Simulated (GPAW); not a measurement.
The Y L₃ edge of atom 1 in YSe (Fm-3m), with 6 Se at 2.85 Å (octahedral, site symmetry m-3m), was computed in 2 ways: excited-electron core hole (neutral cell) and no core hole. Program and functional: GPAW, LDA, Gaussian full width 1.5 eV up to 4 eV, rising linearly to 3.5 eV at 25 eV; cells of 2 and 8 atoms (the run without a hole in the smaller).

Each run is counted from its own lowest empty level or Fermi level and scaled to a mean of 1 over its first 20 eV.

```csv
E (eV),run 1,run 2
-2.0,0.00,0.01
-1.5,0.01,0.07
-1.0,0.05,0.36
-0.5,0.19,1.18
0.0,0.48,2.40
0.5,0.92,3.36
1.0,1.48,3.66
1.5,2.16,3.45
2.0,2.86,3.09
2.5,3.26,2.50
3.0,3.03,1.77
3.5,2.19,1.23
4.0,1.33,0.90
4.5,0.89,0.67
5.0,0.75,0.51
5.5,0.78,0.51
6.0,0.86,0.61
6.5,0.97,0.74
7.0,1.07,0.83
7.5,1.08,0.85
8.0,1.00,0.78
8.5,0.85,0.67
9.0,0.69,0.57
9.5,0.60,0.53
10.0,0.60,0.54
10.5,0.66,0.57
11.0,0.69,0.57
11.5,0.67,0.53
12.0,0.60,0.48
12.5,0.53,0.45
13.0,0.49,0.46
13.5,0.50,0.51
14.0,0.54,0.59
14.5,0.62,0.67
15.0,0.70,0.73
15.5,0.76,0.75
16.0,0.79,0.74
16.5,0.78,0.69
17.0,0.73,0.62
17.5,0.66,0.55
18.0,0.60,0.50
18.5,0.55,0.48
19.0,0.52,0.48
19.5,0.51,0.49
20.0,0.51,0.50
20.5,0.51,0.50
21.0,0.52,0.50
21.5,0.52,0.50
22.0,0.52,0.51
22.5,0.53,0.52
23.0,0.55,0.55
23.5,0.57,0.58
24.0,0.60,0.63
24.5,0.64,0.67
25.0,0.68,0.72
25.5,0.72,0.75
26.0,0.75,0.76
26.5,0.76,0.75
27.0,0.76,0.72
27.5,0.74,0.69
28.0,0.72,0.65
28.5,0.69,0.62
29.0,0.67,0.59
29.5,0.65,0.57
30.0,0.62,0.54
30.5,0.60,0.51
31.0,0.57,0.49
31.5,0.54,0.47
32.0,0.52,0.46
```

**Question.** Which run is which?

Run 1: no core hole (area from −2 to 6 eV 10.4, main maxima 2.6 eV (3.28), 7.4 eV (1.09), 16.0 eV (0.79) and 26.6 eV (0.77)). Run 2: excited-electron core hole (neutral cell) (area from −2 to 6 eV 13.0, main maxima 1.0 eV (3.66), 7.4 eV (0.85), 15.6 eV (0.76) and 26.0 eV (0.76)). With each curve scaled to its own mean, the area from −2 to 6 eV with the hole is 13.0 against 10.4, and the centre of weight from −1 to 20 eV moves by -1.3 eV: the hole pulls the absorber's empty states down.

[Banner, clock and machine lines of the logs are left out without a mark of their own.]

[Logs are printed without paths, hosts, clocks, repeated set-up lines and the standing remarks that a program may print on its own settings, such as how far it seeks lower states.]

[Hosts, paths, dates, database ids (printed as entryN), source tags and the programs' standing remarks are cut or masked in the printed files.]

[Lists of maxima count a maximum above −3 eV only where it reaches 4 % of the highest in the window and stands out from its surroundings by 2 % of it (1.5 % where it reaches 55 %); shoulders and weaker maxima are passed over, and of the rest the first, up to two pre-edge ones and the few strongest are named.]
